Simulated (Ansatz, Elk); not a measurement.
# Ba2Mo: X-ray structure factors from the self-consistent density

Structure refinements treat a crystal as free atoms side by side. For a made-up structure of Ba2Mo (cell and positions from a PBE relaxation) the runs below show what the calculated density changes in F(hkl).

Calculated with Elk 11.2.3 (patched build); DFT, PBE, all-electron APW+lo, Dirac cores, scalar-relativistic bands, static density, no spin.

The structure was built from a prototype and need not be the compound's stable phase.

## (1) Starting point

Symmetry: Fm-3m, No. 225, cubic system. Conventional cell: a = 7.712 Å, b = 7.712 Å, c = 7.712 Å, α = 90.00°, β = 90.00°, γ = 90.00°. Nearest to Ba lie 4 Mo at 3.34 Å. Nearest to Mo lie 8 Ba at 3.34 Å. Farther neighbours are not listed.

## (2) Ground state and structure factors

An all-electron density is needed, since X-rays see the cores too. Task 0 finds the density and task 195 Fourier-transforms it; tshift is off so that phases refer to the origin typed.

File elk.in:

```
tasks
  0
  195

xctype
  20

spinpol
  .false.

rgkmax
  7.0

gmaxvr
  14.0

lmaxo
  7

lmaxapw
  8

swidth
  0.002

tshift
  .false.

ramdisk
  .false.

hmaxvr
  5.5

maxscl
  120

epspot
  1e-06

sppath
  './'

avec
  0.00000000000 7.28685620925 7.28685620925
  7.28685620925 0.00000000000 7.28685620925
  7.28685620925 7.28685620925 0.00000000000

atoms
  2
  'Ba.in'
  2
  0.2500000000 0.2500000000 0.2500000000   0.000000 0.000000 0.000000
  0.7500000000 0.7500000000 0.7500000000   0.000000 0.000000 0.000000
  'Mo.in'
  1
  -0.0000000000 0.0000000000 0.0000000000   0.000000 0.000000 0.000000

ngridk
  5 5 5
```

The run is started by

```sh
> OMP_NUM_THREADS=4 elk
```

Numbers of over 12 decimals in the logs are rounded to 6 here.

Output:

```text
┌─────────────────────────┐
│ Elk code version 11.2.3 │
└─────────────────────────┘

All units are atomic (Hartree, Bohr, etc.)

┌─────────────────────────────────────────────────┐
│ Ground-state run starting from atomic densities │
└─────────────────────────────────────────────────┘

Lattice vectors :
   0.000000000       7.286856209       7.286856209
   7.286856209       0.000000000       7.286856209
   7.286856209       7.286856209       0.000000000

Reciprocal lattice vectors :
 -0.4311314185      0.4311314185      0.4311314185
  0.4311314185     -0.4311314185      0.4311314185
  0.4311314185      0.4311314185     -0.4311314185

Unit cell volume      :    773.8389667
Brillouin zone volume :   0.3205450024

Muffin-tin inner radius fraction :   0.1000000000E-01

Nuclei treated as point charges

Species : 1 (Ba)
 parameters loaded from : Ba.in
 name : barium
 nuclear charge    :   -56.00000000
 electronic charge :    56.00000000
 atomic mass :    250331.8071
 muffin-tin radius :    2.800000000
 number of radial points in muffin-tin :   1393
 inner part over the whole radius :   0.9950032293E-02
 number on inner part of muffin-tin    :    996
 approximate nuclear radius :   0.9171481901E-04
 number of mesh points to nuclear radius :    504
 atomic positions (lattice), magnetic fields (Cartesian) :
  1 :   0.25000000  0.25000000  0.25000000    0.00000000  0.00000000  0.00000000
  2 :  -0.25000000 -0.25000000 -0.25000000    0.00000000  0.00000000  0.00000000

Species : 2 (Mo)
 parameters loaded from : Mo.in
 name : molybdenum
 nuclear charge    :   -42.00000000
 electronic charge :    42.00000000
 atomic mass :    174887.9214
 muffin-tin radius :    2.600000000
 number of radial points in muffin-tin :   1193
 inner part over the whole radius :   0.9897744308E-02
 number on inner part of muffin-tin    :    848
 approximate nuclear radius :   0.8334154960E-04
 number of mesh points to nuclear radius :    419
 atomic positions (lattice), magnetic fields (Cartesian) :
  1 :   0.00000000  0.00000000  0.00000000    0.00000000  0.00000000  0.00000000

Total number of atoms per unit cell :    3
Total muffin-tin volume :    257.5268218
 ratio of muffin-tin to unit cell volume :   0.3327912303

Spin treatment :
 spin-unpolarised

Number of Bravais lattice symmetries :   48
Number of crystal symmetries         :   48
Crystal has inversion symmetry
Real symmetric eigensolver will be used

k-point grid :      5     5     5
k-point offset :    0.000000000       0.000000000       0.000000000
k-point set is reduced with full crystal symmetry group
Total number of k-points :       10

Muffin-tin radius times maximum |G+k| :    7.000000000
 using average radius
Maximum |G+k| for APW functions       :    2.560975610
Maximum (1/2)|G+k|²                   :    3.279298037
Maximum |G| for potential and density :    14.00000000
Constant for pseudocharge density :   10
 order of it for each species :   17  17
 order of it for pair densities of each species (exact exchange by exxq0 0: 18) :   10   8
Radial integration step length :    1

G-vector grid sizes :     48    48    48
Number of G-vectors :    35749

Maximum angular momentum used for
 APW functions            :    8
 outer part of muffin-tin :    7
 inner part of muffin-tin :    2

Total nuclear charge    :   -154.0000000
Total core charge       :    100.0000000
Total valence charge    :    54.00000000
Total excess charge     :    0.000000000
Total electronic charge :    154.0000000

Effective Wigner radius, rₛ :    1.062544404

Number of empty states         :     12
Total number of valence states :     40
Total number of core states    :    100

Third-order local-orbitals added for an l without core states : T
Total number of local-orbitals :     54

Exchange-correlation functional :     20     0     0
 Perdew-Burke-Ernzerhof, Phys. Rev. Lett. 77, 3865 (1996)
 gradient requirement :    1
 generalised gradient approximation (GGA)

Smearing type :    3
 Fermi-Dirac
Smearing width :   0.2000000000E-02
[...]
Madelung                    :     -24711.200148846
 xc potential                :     -681.98089047764
 exchange                    :     -512.00161942915
 correlation                 :     -8.279250
 electron entropic           :    -0.37244910345621E-02
 total energy                :     -20329.035628901

Density of states at Fermi energy :    290.0547451
 (states/Hartree/unit cell)

Estimated indirect band gap :   0.8644423797E-03
 from k-point 10 to k-point 8
Estimated direct band gap   :   0.2817452349E-02
 at k-point 10

Charges :
 core                        :    100.0000000
 valence                     :    54.00000000
 interstitial                :    6.452928648
 muffin-tins (core leakage)
  species : 1 (Ba)
   atom 1                    :    53.83812212     (  0.5171993188E-05)
   atom 2                    :    53.83812212     (  0.5171993188E-05)
  species : 2 (Mo)
   atom 1                    :    39.87082712     ( -0.1004417527E-07)
 total in muffin-tins        :    147.5470714
 total calculated charge     :    153.9999094
 total charge                :    154.0000000
 error                       :   0.9064727561E-04

RMS change in Kohn-Sham potential (target) :   0.1308417885     (  0.1000000000E-05)
Absolute change in total energy (target)   :   0.1837368804     (  0.1000000000E-03)

[... loops 3 to 15 left out ...]

┌──────────────────┐
│ Loop number : 16 │
└──────────────────┘

Energies :
 Fermi                       :     0.209886
 sum of occupied eigenvalues :     -12434.784259288
 electron kinetic            :      21574.476584943
 core electron kinetic       :      20949.101752229
 Coulomb                     :     -41382.013432870
 Coulomb potential           :     -33329.684929755
 nuclear-nuclear             :     -1757.3892093094
 electron-nuclear            :     -45950.283745656
 Hartree                     :      6325.6595220961
 Madelung                    :     -24717.170967992
 xc potential                :     -679.57591447648
 exchange                    :     -512.34028851178
 correlation                 :     -8.279928
 electron entropic           :    -0.41808430585375E-02
 total energy                :     -20328.161245191

Density of states at Fermi energy :    335.3533708
 (states/Hartree/unit cell)

Estimated indirect band gap :   0.1833703954E-02
 from k-point 8 to k-point 10
Estimated direct band gap   :   0.2946112142E-02
 at k-point 10

Charges :
 core                        :    100.0000000
 valence                     :    54.00000000
 interstitial                :    6.062704643
 muffin-tins (core leakage)
  species : 1 (Ba)
[...]
species : 2 (Mo)
[...]
total in muffin-tins        :    147.9372954
 total calculated charge     :    153.9998982
 total charge                :    154.0000000
 error                       :   0.1018458090E-03

RMS change in Kohn-Sham potential (target) :   0.1047858576E-06 (  0.1000000000E-05)
Absolute change in total energy (target)   :   0.2170936932E-04 (  0.1000000000E-03)

Convergence targets achieved

┌──────────────────┐
│ Loop number : 17 │
└──────────────────┘

Energies :
 Fermi                       :     0.209886
 sum of occupied eigenvalues :     -12434.784257538
 electron kinetic            :      21574.476583990
 core electron kinetic       :      20949.101752277
 Coulomb                     :     -41382.013431657
 Coulomb potential           :     -33329.684931275
 nuclear-nuclear             :     -1757.3892093094
 electron-nuclear            :     -45950.283741252
 Hartree                     :      6325.6595189041
 Madelung                    :     -24717.170966020
 xc potential                :     -679.57591025380
 exchange                    :     -512.34028839509
 correlation                 :     -8.279928
 electron entropic           :    -0.41808429145269E-02
 total energy                :     -20328.161244814

Density of states at Fermi energy :    335.3533505
 (states/Hartree/unit cell)

Estimated indirect band gap :   0.1833702350E-02
 from k-point 8 to k-point 10
Estimated direct band gap   :   0.2946112811E-02
 at k-point 10

Charges :
 core                        :    100.0000000
 valence                     :    54.00000000
 interstitial                :    6.062704728
 muffin-tins (core leakage)
  species : 1 (Ba)
   atom 1                    :    53.79942113     (  0.5060120102E-05)
   atom 2                    :    53.79942113     (  0.5060120102E-05)
  species : 2 (Mo)
   atom 1                    :    40.33845301     ( -0.2390461873E-07)
 total in muffin-tins        :    147.9372953
 total calculated charge     :    153.9998982
 total charge                :    154.0000000
 error                       :   0.1018458003E-03

┌──────────────────────────────┐
│ Self-consistent loop stopped │
└──────────────────────────────┘

Wrote STATE.OUT
```

Wall time 22 s (4 threads of Arm Neoverse V1, shared host); peak memory 0.19 GiB.

SFACRHO.OUT:

```text

h k l indices transformed by vhmat matrix:
   1.000000000       0.000000000       0.000000000    
   0.000000000       1.000000000       0.000000000    
   0.000000000       0.000000000       1.000000000    

      h      k      l  multipl.   |H|            Re(F)            Im(F)           |F|

      0      0      0      1   0.0000000       154.00000      0.13723393E-15   154.00000    
      0      1      0      8  0.74674152       38.157030      0.91058601E-16   38.157030    
      1      0      1      6  0.86226284      -61.544359      0.34990015E-15   61.544359    
     -2     -1     -1     12   1.2194238       125.14143     -0.10680725E-15   125.14143    
      1      0      2     24   1.4299012       32.144159     -0.83189595E-17   32.144159    
      0     -2      0      8   1.4934830      -54.307531      0.27196818E-15   54.307531    
      0     -2     -2      6   1.7245257       111.81311     -0.16806511E-15   111.81311    
      2     -1      0     24   1.8792583       29.085573     -0.47388982E-16   29.085573    
     -2     -1      1     24   1.9280783      -49.459906     -0.17414779E-16   49.459906    
      1      1     -2     24   2.1121040       102.96835     -0.73239877E-16   102.96835    
      3      0      0      8   2.2402246       26.933359     -0.67335473E-16   26.933359    
     -3     -2      0     24   2.2402246       26.904708      0.25161061E-16   26.904708    
      2     -2      0     12   2.4388476       96.385546      0.15996408E-17   96.385546    
      1     -1      3     48   2.5506079       25.243620      0.68667933E-16   25.243620    
     -1     -1     -4     24   2.5867885      -43.568182      0.29000956E-15   43.568182    
      0     -3     -3      6   2.5867885      -43.533678      0.15045292E-16   43.533678    
     -1     -4     -3     24   2.7267145       91.189193      0.37414083E-16   91.189193    
      0     -4     -1     24   2.8271178       23.864741      0.78790588E-17   23.864741
```

Elk indexes on the primitive cell of elk.in and gives |H| = 4π sin θ/λ in inverse bohr. Below, one row stands for each form hkl of the conventional cell (m members, Friedel mates merged), F is for one primitive cell and the density is static (no thermal factor). Free-atom factors are Waasmaier and Kirfel's, and R is Σm||F|−|F'||/Σm|F|.

```
hkl   m  sin θ/λ (Å⁻¹)  abs F, DFT  neutral atoms   diff.
111   8          0.112      38.157         38.002  +0.155
200   6          0.130      61.544         61.309  +0.235
220  12          0.183     125.141        125.391  -0.250
311  24          0.215      32.144         32.410  -0.266
222   8          0.225      54.307         54.100  +0.208
400   6          0.259     111.813        112.026  -0.213
331  24          0.283      29.086         29.181  -0.096
420  24          0.290      49.460         49.423  +0.037
422  24          0.318     102.968        102.998  -0.030
333   8          0.337      26.933         26.883  +0.050
511  24          0.337      26.905         26.883  +0.021
440  12          0.367      96.385         96.332  +0.053
531  48          0.384      25.244         25.152  +0.091
442  24          0.389      43.568         43.641  -0.073
600   6          0.389      43.534         43.641  -0.107
620  24          0.410      91.189         91.093  +0.096
533  24          0.425      23.865         23.806  +0.059
622  24          0.430      41.444         41.527  -0.083
444   8          0.449      86.880         86.780  +0.099
551  24          0.463      22.782         22.725  +0.057
711  24          0.463      22.805         22.725  +0.080
640  24          0.468      39.626         39.667  -0.041
```

## (3) The highest occupied states alone

An energy window below the Fermi level keeps the highest occupied states, to see at which angles they scatter; shallow core shells can lie inside it and anion s states outside. No new self-consistency is needed.

Edit elk.in of step 2 so:

```diff
@@ -1,3 +1,2 @@
 tasks
-  0
   195
@@ -40,2 +39,5 @@
 
+wsfac
+  -0.231110 0.509890
+
 sppath
```

The run is started by

```sh
> OMP_NUM_THREADS=4 elk
```

Output:

```text
┌─────────────────────────────────┐
│ Elk code version 11.2.3 started │
└─────────────────────────────────┘

Info(readinput): the functional depends on the density's gradient
 muffin-tin radial points multiplied by    2.00000
 (not where nrmtscf is given)

┌────────────────────┐
│ Current task : 195 │
└────────────────────┘

Info(sfacrho): density structure factors written to SFACRHO.OUT

 Energy window :  -0.2311100000      0.5098900000

┌──────────────────┐
│ Elk code stopped │
└──────────────────┘
```

It took 12 s on 4 threads; peak memory 0.16 GiB; 14 s of CPU time.

States within 12 eV below the Fermi level hold 10.00 electrons; any levels below the window count with the cores. Their amplitudes can exceed the total, where window and core parts have opposite phase:

```
hkl  sin θ/λ (Å⁻¹)  abs F, window  abs F, all
111          0.112          3.636      38.157
200          0.130          2.698      61.544
220          0.183          1.599     125.141
311          0.215          0.987      32.144
222          0.225          0.743      54.307
400          0.259          0.626     111.813
331          0.283          0.382      29.086
420          0.290          0.315      49.460
422          0.318          0.281     102.968
333          0.337          0.212      26.933
```

[end of part 1 of 2]

[Logs are printed without paths, hosts, clocks, repeated set-up lines and the standing remarks that a program may print on its own settings, such as how far it seeks lower states.]

[Hosts, paths, dates, database ids (printed as entryN), source tags and the programs' standing remarks are cut or masked in the printed files.]
